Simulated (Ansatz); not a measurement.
Planning a run of Ansatz 0.2.0 on ScBiO3 (C2/c). The input:

```yaml
crystal:
  lattice:
    - [4.990429, -2.946812, 0.0]
    - [4.990429, 2.946812, 0.0]
    - [-3.288007, 0.0, 9.594851]
  atoms:
    - { symbol: Sc, position: [0.5, 0.0, 0.0] }
    - { symbol: Sc, position: [0.7467744295, 0.2532255705, 0.75] }
    - { symbol: Sc, position: [0.0, 0.5, 0.5] }
    - { symbol: Sc, position: [0.2532255705, 0.7467744295, 0.25] }
    - { symbol: Bi, position: [0.3068079702, 0.9668261159, 0.6377382856] }
    - { symbol: Bi, position: [0.9668261159, 0.3068079702, 0.1377382856] }
    - { symbol: Bi, position: [0.6931920298, 0.0331738841, 0.3622617144] }
    - { symbol: Bi, position: [0.0331738841, 0.6931920298, 0.8622617144] }
    - { symbol: O, position: [0.1733092497, 0.1188896856, 0.8377623058] }
    - { symbol: O, position: [0.7310255316, 0.1042719339, 0.9161184122] }
    - { symbol: O, position: [0.6309143319, 0.687847841, 0.3621311594] }
    - { symbol: O, position: [0.8811103144, 0.8266907503, 0.6622376942] }
    - { symbol: O, position: [0.312152159, 0.3690856681, 0.1378688406] }
    - { symbol: O, position: [0.3690856681, 0.312152159, 0.6378688406] }
    - { symbol: O, position: [0.1042719339, 0.7310255316, 0.4161184122] }
    - { symbol: O, position: [0.8957280661, 0.2689744684, 0.5838815878] }
    - { symbol: O, position: [0.8266907503, 0.8811103144, 0.1622376942] }
    - { symbol: O, position: [0.687847841, 0.6309143319, 0.8621311594] }
    - { symbol: O, position: [0.2689744684, 0.8957280661, 0.0838815878] }
    - { symbol: O, position: [0.1188896856, 0.1733092497, 0.3377623058] }
kpoints:
  mp_grid: { grid: [4, 4, 2] }
hamiltonian:
  xc: lda
  pseudopotentials: { kind: paw, azcp: { folder: soft_1 }, xc_functional: pbe }
scf:
  occupations: { method: fixed }
gw:
  n_empty_bands: 441
  ecut_chi: 78
  qp_bands: [v4, c4]
  qp_kpoints: band_edges
  screening: { model: contour_deformation }
```

```sh
ansatz run input.yaml --threads 24 --pin off --max-ram 82944MiB --backend cuda --events-out ev --progress --plain --runs-dir out --devices 1 --max-vram 78GiB
```

Q: Estimate wall time and host memory on 1 × NVIDIA GB200 (shared by 2 runs) with 24 threads of Arm Neoverse V2, shared host.

It took 18 s; on shared hardware allow 9 s to 36 s. Peak host memory was 2.6 GiB. The sizes that set the cost: 5505 plane waves a state, 14 irreducible k points, 529 bands summed, 441 plane waves in the screening and 11 SCF cycles.

The screening grows as filled bands × empty bands × pairs of k points, times the square of the screening basis for the matrix.

[Paths, hosts, dates, memory and timing lines, banners, echoed tables and standing remarks are left out of the program output.]

[Logs are printed without paths, hosts, clocks, repeated set-up lines and the standing remarks that a program may print on its own settings, such as how far it seeks lower states.]

[Runs of the session that timed out or met a known fault of the program may be left out.]

[Cells called generated may have been cut or substituted from an entry of the Crystallography Open Database or the Materials Project.]

[Hosts, paths, dates, database ids (printed as entryN), source tags and the programs' standing remarks are cut or masked in the printed files.]
